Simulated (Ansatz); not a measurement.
# What TiCdSe3 (model cell, started as cubic perovskite with Ti in the octahedra) distorts into, part 2 of 3

Which phase does TiCdSe3 (model cell, started as cubic perovskite with Ti in the octahedra) fall into along its unstable mode, and how much energy does it gain?

Ansatz 0.2.0; DFT PBE, scalar-relativistic, plane waves, PAW.

So far, highest frequency on the path or at a solved wavevector (cm⁻¹): step 2 (the dispersion) 251. Also lowest frequency on the path (cm⁻¹): step 2 -126.

The structure was built from a prototype and need not be the compound's stable phase.

## 6. Relaxing from the distorted cell

Starting from the lowest point found, all atoms and the cell are let go, so that strain and other modes of the same symmetry can join in.

input.yaml reads:

```yaml
crystal:
  lattice:
    - [4.9773704866, 0.0, 0.0]
    - [0.0, 4.9773704866, 0.0]
    - [0.0, 0.0, 4.9773704866]
  atoms:
    - { symbol: Cd, position: [0.0, -0.0056703818, 0.0] }
    - { symbol: Ti, position: [0.5, 0.4557999549, 0.5] }
    - { symbol: Se, position: [0.5, 0.5185634853, 0.0] }
    - { symbol: Se, position: [0.5, -0.002264124, 0.5] }
    - { symbol: Se, position: [0.0, 0.5185634853, 0.5] }
kpoints:
  mp_grid: { grid: [8, 8, 8] }
hamiltonian:
  xc: pbe
scf:
  occupations: { method: methfessel_paxton, width: 0.2 }
output:
  forces: true
  stress: true
  eigenvalues: true
  write_density: true
  write_potential: true
  elf: true
  volumetric_format: npy
relax:
  adjacent_minimum: "off"
  f_tol: 0.002
  max_steps: 120
  cell: { stress_tol: 0.03 }
```

Command:

```bash
> ansatz run input.yaml --threads 8 --pin off --max-ram 14336MiB --backend cpu --events-out ev --progress --plain --runs-dir out
```

Numbers of over 12 decimals in the logs are rounded to 6 here.

The log of the run:

```text
[...]
Crystal: 5 atoms, lattice volume = 123.310 Å³
Basis set: ecut = 420 eV, 2469 PW (Γ), exchange–correlation on 72×72×72 points (8 copies of the dense FFT grid, shifted against one another)
Bands: 48, of which v1, the nominal top of the filled ones, is band 40 counted from 1 (39 counted from 0)
Symmetry: 8 space group operations
[...]
k-points: 75 of 512 (time reversal used)
[...]
SCF iter   1: F=—  HF=-27163.266670 eV  |F-HF|=—  |Δ(HF+E_count)|=         —  Δρ=2.35e-3  dr2=1.16e-2  ethr=1.77e-3  ⟨swp⟩=5.8  Hψ=12076  notcnv=0
[...]
SCF iter   7: F=-27163.267269 eV  HF=-27163.267270 eV  |F-HF|=4.93e-8  |Δ(HF+E_count)|=   4.33e-8  S|Δr|=    0.00e0  Δρ=6.25e-6  dr2=7.22e-8  ethr=1.25e-10  ⟨swp⟩=9.4  Hψ=24044  notcnv=0
SCF 1 converged in 7 iterations: F = -27163.267269 eV  dr2 = 7.22e-8
[...]
relax step   1: F+E_penalty+E_count = -27163.26726945 eV  Δ(F+E_penalty+E_count) = +0.000e0 eV  max|allowed force component| = 7.798e-1 eV/Å  Δτ_max = 0.0000 Å  P = +0.570 GPa  Ω = 123.310 Å³  (7 SCF iters, dr2 threshold 1.00e-7 eV, accepted)
Crystal: 5 atoms, lattice volume = 122.533 Å³
Basis set: ecut = 420 eV, 2405 PW (Γ), exchange–correlation on 72×72×72 points (8 copies of the dense FFT grid, shifted against one another)
[...]
SCF iter   7: F=-27163.324274 eV  HF=-27163.324274 eV  |F-HF|=1.22e-8  |Δ(HF+E_count)|=   1.06e-7  S|Δr|=    0.00e0  Δρ=6.15e-6  dr2=5.55e-8  ethr=6.25e-10  ⟨swp⟩=9.1  Hψ=24460  notcnv=0
SCF 2 converged in 7 iterations: F = -27163.324274 eV  dr2 = 5.55e-8
  Residual-converged pass: ⟨swp⟩=1.0  Hψ=3900  notcnv=0  max |occ|·‖R‖ = 7.1e-9 eV (tolerance 1.0e-8 eV)  dr2=5.55e-8  dr2_onsite=1.09e-9  max |Δocc| = 2.5e-11
relax step   2: F+E_penalty+E_count = -27163.32427374 eV  Δ(F+E_penalty+E_count) = -5.700e-2 eV  max|allowed force component| = 3.837e-1 eV/Å  Δτ_max = 0.1051 Å  P = +0.017 GPa  Ω = 122.533 Å³  energy of the carried Pulay correction = +1.045e-4 eV  (7 SCF iters, dr2 threshold 5.00e-7 eV, accepted)
Crystal: 5 atoms, lattice volume = 122.296 Å³
[...]
SCF iter   7: F=-27163.400942 eV  HF=-27163.400942 eV  |F-HF|=5.49e-8  |Δ(HF+E_count)|=   2.18e-7  S|Δr|=    0.00e0  Δρ=9.26e-6  dr2=1.31e-7  ethr=6.25e-10  ⟨swp⟩=12.2  Hψ=24929  notcnv=0
SCF 3 converged in 7 iterations: F = -27163.400942 eV  dr2 = 1.31e-7
[...]
relax step   3: F+E_penalty+E_count = -27163.40094163 eV  Δ(F+E_penalty+E_count) = -7.667e-2 eV  max|allowed force component| = 5.524e-1 eV/Å  Δτ_max = 0.1608 Å  P = +0.338 GPa  Ω = 122.296 Å³  energy of the carried Pulay correction = +1.365e-4 eV  (7 SCF iters, dr2 threshold 5.00e-7 eV, accepted)
[... from here on, the SCF cycles and remarks between the steps are left out ...]
relax step   4: F+E_penalty+E_count = -27163.53654638 eV  Δ(F+E_penalty+E_count) = -1.356e-1 eV  max|allowed force component| = 4.919e-1 eV/Å  Δτ_max = 0.1951 Å  P = +0.821 GPa  Ω = 123.020 Å³  energy of the carried Pulay correction = +3.894e-5 eV  (7 SCF iters, dr2 threshold 5.00e-7 eV, accepted)
relax step   5: F+E_penalty+E_count = -27163.67848549 eV  Δ(F+E_penalty+E_count) = -1.419e-1 eV  max|allowed force component| = 6.852e-1 eV/Å  Δτ_max = 0.1951 Å  P = +0.915 GPa  Ω = 125.324 Å³  energy of the carried Pulay correction = -2.676e-4 eV  (7 SCF iters, dr2 threshold 5.00e-7 eV, accepted)
relax step   6: F+E_penalty+E_count = -27163.82834028 eV  Δ(F+E_penalty+E_count) = -1.499e-1 eV  max|allowed force component| = 5.088e-1 eV/Å  Δτ_max = 0.1954 Å  P = +0.941 GPa  Ω = 129.197 Å³  energy of the carried Pulay correction = -7.703e-4 eV  (7 SCF iters, dr2 threshold 5.00e-7 eV, accepted)
relax step   7: F+E_penalty+E_count = -27163.94594601 eV  Δ(F+E_penalty+E_count) = -1.176e-1 eV  max|allowed force component| = 2.199e-1 eV/Å  Δτ_max = 0.1905 Å  P = +0.671 GPa  Ω = 134.522 Å³  energy of the carried Pulay correction = -1.437e-3 eV  (9 SCF iters, dr2 threshold 5.00e-7 eV, accepted)
relax step   8: F+E_penalty+E_count = -27163.98370700 eV  Δ(F+E_penalty+E_count) = -3.776e-2 eV  max|allowed force component| = 6.515e-1 eV/Å  Δτ_max = 0.2000 Å  P = -0.220 GPa  Ω = 141.462 Å³  energy of the carried Pulay correction = -2.266e-3 eV  (8 SCF iters, dr2 threshold 5.00e-7 eV, accepted)
relax step   9: F+E_penalty+E_count = -27163.95779208 eV  Δ(F+E_penalty+E_count) = +2.591e-2 eV  max|allowed force component| = 7.074e-1 eV/Å  Δτ_max = 0.0916 Å  P = -0.768 GPa  Ω = 147.466 Å³  energy of the carried Pulay correction = -2.949e-3 eV  (8 SCF iters, dr2 threshold 5.00e-7 eV, rejected (line search))
relax step  10: F+E_penalty+E_count = -27163.99785573 eV  Δ(F+E_penalty+E_count) = -1.415e-2 eV  max|allowed force component| = 1.088e-1 eV/Å  Δτ_max = 0.0409 Å  P = +0.323 GPa  Ω = 142.505 Å³  energy of the carried Pulay correction = -2.387e-3 eV  (13 SCF iters, accepted)
relax step  11: F+E_penalty+E_count = -27164.00273603 eV  Δ(F+E_penalty+E_count) = -4.880e-3 eV  max|allowed force component| = 4.125e-2 eV/Å  Δτ_max = 0.0250 Å  P = +0.135 GPa  Ω = 144.033 Å³  energy of the carried Pulay correction = -2.562e-3 eV  (8 SCF iters, dr2 threshold 5.00e-7 eV, accepted)
relax step  12: F+E_penalty+E_count = -27164.00462384 eV  Δ(F+E_penalty+E_count) = -1.888e-3 eV  max|allowed force component| = 1.022e-2 eV/Å  Δτ_max = 0.0139 Å  P = +0.062 GPa  Ω = 144.616 Å³  energy of the carried Pulay correction = -2.628e-3 eV  (7 SCF iters, dr2 threshold 1.63e-7 eV, accepted)
relax step  13: F+E_penalty+E_count = -27164.00653445 eV  Δ(F+E_penalty+E_count) = -1.911e-3 eV  max|allowed force component| = 5.617e-2 eV/Å  Δτ_max = 0.0410 Å  P = -0.034 GPa  Ω = 147.179 Å³  energy of the carried Pulay correction = -2.917e-3 eV  (8 SCF iters, dr2 threshold 7.64e-8 eV, accepted)
relax step  14: F+E_penalty+E_count = -27164.00611692 eV  Δ(F+E_penalty+E_count) = +4.175e-4 eV  max|allowed force component| = 5.503e-2 eV/Å  Δτ_max = 0.0113 Å  P = -0.113 GPa  Ω = 147.411 Å³  energy of the carried Pulay correction = -2.943e-3 eV  (7 SCF iters, dr2 threshold 1.97e-7 eV, rejected (line search))
relax step  15: F+E_penalty+E_count = -27164.00679728 eV  Δ(F+E_penalty+E_count) = -2.628e-4 eV  max|allowed force component| = 8.183e-3 eV/Å  Δτ_max = 0.0047 Å  P = +0.062 GPa  Ω = 146.854 Å³  energy of the carried Pulay correction = -2.880e-3 eV  (11 SCF iters, accepted)
relax step  16: F+E_penalty+E_count = -27164.00683249 eV  Δ(F+E_penalty+E_count) = -3.522e-5 eV  max|allowed force component| = 1.399e-3 eV/Å  Δτ_max = 0.0013 Å  P = +0.003 GPa  Ω = 146.948 Å³  energy of the carried Pulay correction = -2.891e-3 eV  (6 SCF iters, dr2 threshold 1.62e-8 eV, accepted)
relax step  17: F+E_penalty+E_count = -27164.01558354 eV  Δ(F+E_penalty+E_count) = -8.751e-3 eV  max|allowed force component| = 1.287e-3 eV/Å  Δτ_max = 0.0000 Å  P = +0.116 GPa  Ω = 146.948 Å³  stress off target by 2.78e-1 GPa  SCF on the basis re-selected at this cell (its energy is not comparable with the rows above)  (10 SCF iters)
relax step  18: F+E_penalty+E_count = -27164.02204662 eV  Δ(F+E_penalty+E_count) = -6.463e-3 eV  max|allowed force component| = 7.473e-2 eV/Å  Δτ_max = 0.0475 Å  P = +0.129 GPa  Ω = 150.250 Å³  energy of the carried Pulay correction = -3.999e-4 eV  (8 SCF iters, dr2 threshold 1.93e-7 eV, accepted)
relax step  19: F+E_penalty+E_count = -27164.02456311 eV  Δ(F+E_penalty+E_count) = -2.516e-3 eV  max|allowed force component| = 1.606e-1 eV/Å  Δτ_max = 0.0684 Å  P = +0.209 GPa  Ω = 154.924 Å³  energy of the carried Pulay correction = -1.046e-3 eV  (8 SCF iters, dr2 threshold 3.49e-7 eV, accepted)
relax step  20: F+E_penalty+E_count = -27164.02531557 eV  Δ(F+E_penalty+E_count) = -7.525e-4 eV  max|allowed force component| = 3.498e-2 eV/Å  Δτ_max = 0.0122 Å  P = -0.002 GPa  Ω = 154.571 Å³  energy of the carried Pulay correction = -9.968e-4 eV  (7 SCF iters, dr2 threshold 5.00e-7 eV, accepted)
relax step  21: F+E_penalty+E_count = -27164.02546445 eV  Δ(F+E_penalty+E_count) = -1.489e-4 eV  max|allowed force component| = 8.300e-3 eV/Å  Δτ_max = 0.0075 Å  P = -0.011 GPa  Ω = 154.692 Å³  energy of the carried Pulay correction = -1.013e-3 eV  (7 SCF iters, dr2 threshold 7.65e-8 eV, accepted)
relax step  22: F+E_penalty+E_count = -27164.02545380 eV  Δ(F+E_penalty+E_count) = +1.066e-5 eV  max|allowed force component| = 5.787e-3 eV/Å  Δτ_max = 0.0036 Å  P = +0.005 GPa  Ω = 154.839 Å³  energy of the carried Pulay correction = -1.035e-3 eV  (7 SCF iters, dr2 threshold 4.31e-9 eV, accepted)
relax step  23: F+E_penalty+E_count = -27164.02546305 eV  Δ(F+E_penalty+E_count) = -9.252e-6 eV  max|allowed force component| = 4.128e-4 eV/Å  Δτ_max = 0.0011 Å  P = +0.001 GPa  Ω = 154.793 Å³  energy of the carried Pulay correction = -1.028e-3 eV  (7 SCF iters, dr2 threshold 2.09e-9 eV, accepted)
Basis set: ecut = 420 eV, 3041 PW (Γ), exchange–correlation on 72×90×72 points (8 copies of the dense FFT grid, shifted against one another)
[...]
SCF iter  10: F=-27164.026546 eV  HF=-27164.026546 eV  |F-HF|=1.02e-10  |Δ(HF+E_count)|=  9.46e-11  S|Δr|=    0.00e0  Δρ=7.27e-8  dr2=1.08e-11  ethr=1.00e-12  ⟨swp⟩=6.0  Hψ=15182  notcnv=0
SCF 24 converged in 10 iterations: F = -27164.026546 eV  dr2 = 1.08e-11
relax step  24: F+E_penalty+E_count = -27164.02654572 eV  Δ(F+E_penalty+E_count) = -1.083e-3 eV  max|allowed force component| = 5.953e-4 eV/Å  Δτ_max = 0.0000 Å  P = +0.001 GPa  Ω = 154.793 Å³  stress off target by 1.33e-2 GPa  SCF on the basis re-selected at this cell (its energy is not comparable with the rows above)  (10 SCF iters)
[...]
SCF converged after 10 iterations
[...]
Free energy (F): -27164.026546 eV
[...]
Internal energy: -27164.035275 eV  (E = F + TS)
E sigma→0 (E₀):  -27164.028728 eV
Entropy (-TS):   0.008729 eV (1.746 meV/atom)
Fermi energy:    6.117408 eV
[...]
--- Forces (eV/Å), atoms counted from 1 ---
  atom   1  Cd     0.00000000     0.00029082     0.00000000
  atom   2  Ti    -0.00000000     0.00059501     0.00000000
  atom   3  Se    -0.00000000    -0.00023046     0.00000000
  atom   4  Se    -0.00000000    -0.00042632     0.00000000
  atom   5  Se     0.00000000    -0.00023046    -0.00000000
  max |Σ_I F_I| component: 1.40e-6 eV/Å
--- Stress (GPa, compression-positive) ---
       -0.004895       0.000000       0.000000
        0.000000       0.013336       0.000000
        0.000000       0.000000      -0.004895
  P = ⅓ Tr σ = 0.0012 GPa (0.012 kbar)
--- Band table (eV; the first three rows and the last of 75) ---
  k-point 0: bands = [... 36 lower, 4.4696, 4.5650, 4.8608, 4.8608, 5.9532, 6.2643, 7.7167, 7.9666, ... 4 higher]
  k-point 1: bands = [... 36 lower, 4.4081, 4.5507, 4.6543, 4.6989, 6.3611, 6.4320, 7.3423, 7.9709, ... 4 higher]
  k-point 2: bands = [... 36 lower, 4.2419, 4.3995, 4.5740, 4.5957, 6.7188, 6.9374, 7.1480, 7.9818, ... 4 higher]
  k-point 74: bands = [... 36 lower, 3.7926, 5.4420, 5.4420, 6.0316, 6.2185, 7.2608, 7.2608, 7.8601, ... 4 higher]
--- Relaxed structure (22 steps of the walk, 20 accepted, 2 SCFs on fresh bases) ---
  F+E_penalty+E_count = -27164.02654572 eV   max|allowed force component| = 5.953e-4 eV/Å   (the final SCF, on the basis selected at the relaxed cell)
  cell:  # Å, volume = 154.7931 Å³
    - [5.073934, 0, 0]
    - [0, 6.012596, 0.0]
    - [0, 0.0, 5.073934]
  atoms:
    - { symbol: Cd, position: [0, -0.246839, 0.0] }
    - { symbol: Ti, position: [0.500000, 0.460021, 0.5] }
    - { symbol: Se, position: [0.500000, 0.591157, 0] }
    - { symbol: Se, position: [0.500000, 0.089496, 0.5] }
    - { symbol: Se, position: [0, 0.591157, 0.5] }
```

Wall time 2.7 min (8 threads of Arm Neoverse V2, shared host); peak memory 0.91 GiB; 21 min of CPU time.

Step by step (22 of 24):

| step | energy less that of the first step (eV) | largest force component (eV/Å) | pressure (GPa) | volume (Å³) |
| --- | --- | --- | --- | --- |
| 1 | 0.0000 | 0.7798 | 0.57 | 123.31 |
| 2 | -0.0570 | 0.3837 | 0.02 | 122.53 |
| 3 | -0.1337 | 0.5524 | 0.34 | 122.30 |
| 4 | -0.2693 | 0.4919 | 0.82 | 123.02 |
| 5 | -0.4112 | 0.6852 | 0.91 | 125.32 |
| 6 | -0.5611 | 0.5088 | 0.94 | 129.20 |
| 8 | -0.7164 | 0.6515 | -0.22 | 141.46 |
| 9 | -0.6905 | 0.7074 | -0.77 | 147.47 |
| 10 | -0.7306 | 0.1088 | 0.32 | 142.51 |
| 11 | -0.7355 | 0.0413 | 0.13 | 144.03 |
| 12 | -0.7374 | 0.0102 | 0.06 | 144.62 |
| 13 | -0.7393 | 0.0562 | -0.03 | 147.18 |
| 14 | -0.7388 | 0.0550 | -0.11 | 147.41 |
| 15 | -0.7395 | 0.0082 | 0.06 | 146.85 |
| 16 | -0.7396 | 0.0014 | 0.00 | 146.95 |
| 17* | -0.7483 | 0.0013 | 0.12 | 146.95 |
| 19 | -0.7573 | 0.1606 | 0.21 | 154.92 |
| 20 | -0.7580 | 0.0350 | 0.00 | 154.57 |
| 21 | -0.7582 | 0.0083 | -0.01 | 154.69 |
| 22 | -0.7582 | 0.0058 | 0.01 | 154.84 |
| 23 | -0.7582 | 0.0004 | 0.00 | 154.79 |
| 24* | -0.7593 | 0.0006 | 0.00 | 154.79 |

Relaxation steps marked * repeat the geometry before them on a plane-wave basis chosen anew for their cell, so energy and pressure can jump there. Other such steps can lie between the rows shown. Relaxation steps 9, 14 were tried and not accepted.

The run keeps the 8 symmetry operations that it works with, so distortions that break them were not tested.

| cell as run | before | after | change |
| --- | --- | --- | --- |
| a (Å) | 4.977 | 5.074 | +1.9 % |
| b (Å) | 4.977 | 6.013 | +20.8 % |
| c (Å) | 4.977 | 5.074 | +1.9 % |
| volume (Å³/atom) | 24.66 | 30.96 | +25.5 % |

The atoms that moved most (Å, as changes of fractional coordinates times the final cell):

| atom | dx | dy | dz | length |
| --- | --- | --- | --- | --- |
| Cd1 | 0.000 | -1.450 | 0.000 | 1.450 |
| Se4 | 0.000 | 0.552 | 0.000 | 0.552 |
| Se3 | 0.000 | 0.436 | 0.000 | 0.436 |
| Se5 | 0.000 | 0.436 | 0.000 | 0.436 |
| Ti2 | 0.000 | 0.025 | 0.000 | 0.025 |

Final coordinates:

```cif
data_structure
_symmetry_space_group_name_H-M 'P 1'
_symmetry_Int_Tables_number 1
_cell_length_a 5.0739
_cell_length_b 6.0126
_cell_length_c 5.0739
_cell_angle_alpha 90.000
_cell_angle_beta 90.000
_cell_angle_gamma 90.000
_cell_volume 154.79
loop_
_atom_site_label
_atom_site_type_symbol
_atom_site_fract_x
_atom_site_fract_y
_atom_site_fract_z
_atom_site_occupancy
Cd1 Cd 0.00000 0.75316 0.00000 1
Ti2 Ti 0.50000 0.46002 0.50000 1
Se3 Se 0.50000 0.59116 0.00000 1
Se4 Se 0.50000 0.08950 0.50000 1
Se5 Se 0.00000 0.59116 0.50000 1
```

Numbers from this step:

| Quantity | Value |
| --- | --- |
| pressure | 0.001182 GPa |
| volume per atom | 30.96 Å³ |

Electrostatic potential energy in the bc plane at fractional x = 0.500, with atoms of Ti and Se within 0.2 Å of it. With pseudopotentials it is smooth inside the atoms' cores, unlike the true potential.

Ten even steps from '0' (-29 eV) to '9' (11 eV), each cell a mean:
```
99999996466548999
99999998544468999
99999998766789999
88899987778899999
54468853357899998
45546610015899985
57645400003789984
56645500004789984
44457731136899997
76789876678899999
99999988877899999
99999998644579999
99999997445458999
99999996467547999
```
Columns run along b (6.0 Å; values clipped at the 3rd and 97th percentile), rows up along c (5.1 Å). Atoms in or near the plane, at fractional coordinates: Ti at (0.46, 0.50), Se at (0.59, 0.00), Se at (0.09, 0.50).

Valence density in the bc plane at fractional x = 0.500, with atoms of Ti and Se within 0.2 Å of it. It is the smooth field of the valence electrons, not physical close to the nuclei.

Values in e/Å³, 8 rows by 16 columns, each cell a mean:
```
 0  0  0  0  0  0  0  1  4 12  8  1  0  0  0  0
 0  0  0  0  0  0  0  0  1  1  0  0  0  0  0  0
 1  1  1  1  0  0  1  1  1  0  0  0  0  0  0  0
 7 24 13  2  1  1  5  8  6  2  0  0  0  0  0  1
 4 13  7  1  1  1  4  6  5  1  0  0  0  0  0  1
 0  1  0  0  0  0  0  1  0  0  0  0  0  0  0  0
 0  0  0  0  0  0  0  0  1  1  1  0  0  0  0  0
 0  0  0  0  0  0  0  1  7 23 14  2  0  0  0  0
```
Columns run along b (6.0 Å), rows up along c (5.1 Å). Atoms in or near the plane, at fractional coordinates: Ti at (0.46, 0.50), Se at (0.59, 0.00), Se at (0.09, 0.50).

ELF in the bc plane at fractional x = 0.500, with atoms of Ti and Se within 0.2 Å of it. It is the smooth field of the valence electrons, not physical close to the nuclei.

Ten even steps from '0' (0.01) to '9' (0.84), each cell a mean:
```
00000379853699620
12210269998897400
56653137999874102
88886212456531026
99998324431110269
86688357663000489
72378462175001699
74488464474001599
98898336641000389
99997312333320148
78874224788752014
24431158999986200
00000279976898510
00000379831599720
```
Columns run along b (6.0 Å), rows up along c (5.1 Å). Atoms in or near the plane, at fractional coordinates: Ti at (0.46, 0.50), Se at (0.59, 0.00), Se at (0.09, 0.50).

The distorted start has space group P4mm; the relaxation ends in P4mm.

## 7. The new phase in its own primitive cell

The relaxed structure is symmetrised, reduced to its primitive cell and relaxed tightly, as its phonons need.

input.yaml reads:

```yaml
crystal:
  lattice:
    - [5.0739341597, 0.0, 0.0]
    - [0.0, 5.0739341597, 0.0]
    - [0.0, 0.0, 6.012595872]
  atoms:
    - { symbol: Cd, position: [0.0, 0.0, 0.2468390265] }
    - { symbol: Ti, position: [0.5, 0.5, 0.5399787603] }
    - { symbol: Se, position: [0.5, 0.0, 0.4088427071] }
    - { symbol: Se, position: [0.5, 0.5, 0.9105043794] }
    - { symbol: Se, position: [0.0, 0.5, 0.4088427071] }
kpoints:
  mp_grid: { grid: [8, 8, 6] }
hamiltonian:
  xc: pbe
scf:
  occupations: { method: methfessel_paxton, width: 0.2 }
output:
  forces: true
  stress: true
  eigenvalues: true
relax:
  adjacent_minimum: "off"
  f_tol: 0.001
  max_steps: 60
  cell: { stress_tol: 0.01 }
```

The log of the run:

```text
[...]
Crystal: 5 atoms, lattice volume = 154.793 Å³
Basis set: ecut = 420 eV, 3041 PW (Γ), exchange–correlation on 72×72×90 points (8 copies of the dense FFT grid, shifted against one another)
Bands: 48, of which v1, the nominal top of the filled ones, is band 40 counted from 1 (39 counted from 0)
Symmetry: 8 space group operations
[...]
k-points: 60 of 384 (time reversal used)
[...]
cell:  # Å, volume = 155.0269 Å³
    - [5.072279, 0, 1.9957195753955742e-18]
    - [0, 5.072279, 0]
    - [2.36492136141603e-18, 0, 6.025609]
  atoms:
    - { symbol: Cd, position: [0, 0, 0.247013] }
    - { symbol: Ti, position: [0.5, 0.5, 0.540158] }
    - { symbol: Se, position: [0.5, 0, 0.408975] }
    - { symbol: Se, position: [0.5, 0.5, 0.909887] }
    - { symbol: Se, position: [0, 0.5, 0.408975] }
[key lines of the parts left out:]
SCF converged after 9 iterations
Free energy (F): -27164.026564 eV
Fermi energy:    6.100959 eV
P = ⅓ Tr σ = 0.0012 GPa (0.012 kbar)
```

Run time: 27 s. Hardware: 8 threads; peak memory 0.85 GiB; 3.5 min of CPU time.

The steps of the relaxation:

| step | energy less that of the first step (eV) | largest force component (eV/Å) | pressure (GPa) | volume (Å³) |
| --- | --- | --- | --- | --- |
| 1 | 0.0000 | 0.0004 | 0.00 | 154.79 |
| 2 | 0.0000 | 0.0004 | 0.00 | 154.83 |
| 3 | 0.0000 | 0.0011 | 0.00 | 155.03 |
| 4 | 0.0000 | 0.0006 | 0.00 | 155.03 |
| 5* | 0.0000 | 0.0006 | 0.00 | 155.03 |

Relaxation steps marked * repeat the geometry before them on a plane-wave basis chosen anew for their cell, so energy and pressure can jump there.

The run keeps the 8 symmetry operations that it works with, so distortions that break them were not tested.

| conventional cell, symmetrised | before | after | change |
| --- | --- | --- | --- |
| a (Å) | 5.074 | 5.072 | -0.0 % |
| b (Å) | 5.074 | 5.072 | -0.0 % |
| c (Å) | 6.013 | 6.026 | +0.2 % |
| volume (Å³/atom) | 30.96 | 31.01 | +0.2 % |

The relaxed structure:

```cif
data_structure
_symmetry_space_group_name_H-M 'P 1'
_symmetry_Int_Tables_number 1
_cell_length_a 5.0723
_cell_length_b 5.0723
_cell_length_c 6.0256
_cell_angle_alpha 90.000
_cell_angle_beta 90.000
_cell_angle_gamma 90.000
_cell_volume 155.03
loop_
_atom_site_label
_atom_site_type_symbol
_atom_site_fract_x
_atom_site_fract_y
_atom_site_fract_z
_atom_site_occupancy
Cd1 Cd 0.00000 0.00000 0.24701 1
Ti2 Ti 0.50000 0.50000 0.54016 1
Se3 Se 0.50000 0.00000 0.40897 1
Se4 Se 0.50000 0.50000 0.90989 1
Se5 Se 0.00000 0.50000 0.40897 1
```

This step gave:

| Quantity | Value |
| --- | --- |
| pressure | 0.001214 GPa |
| volume per atom | 31.01 Å³ |

The largest force component left is 0.56 meV/Å and the pressure is 0.001 GPa, within the tolerances set. The cell now holds 31.01 Å³/atom.

(Continued in part 3 of 3.)

[Logs are printed without paths, hosts, clocks, repeated set-up lines and the standing remarks that a program may print on its own settings, such as how far it seeks lower states.]

[Hosts, paths, dates, database ids (printed as entryN), source tags and the programs' standing remarks are cut or masked in the printed files.]
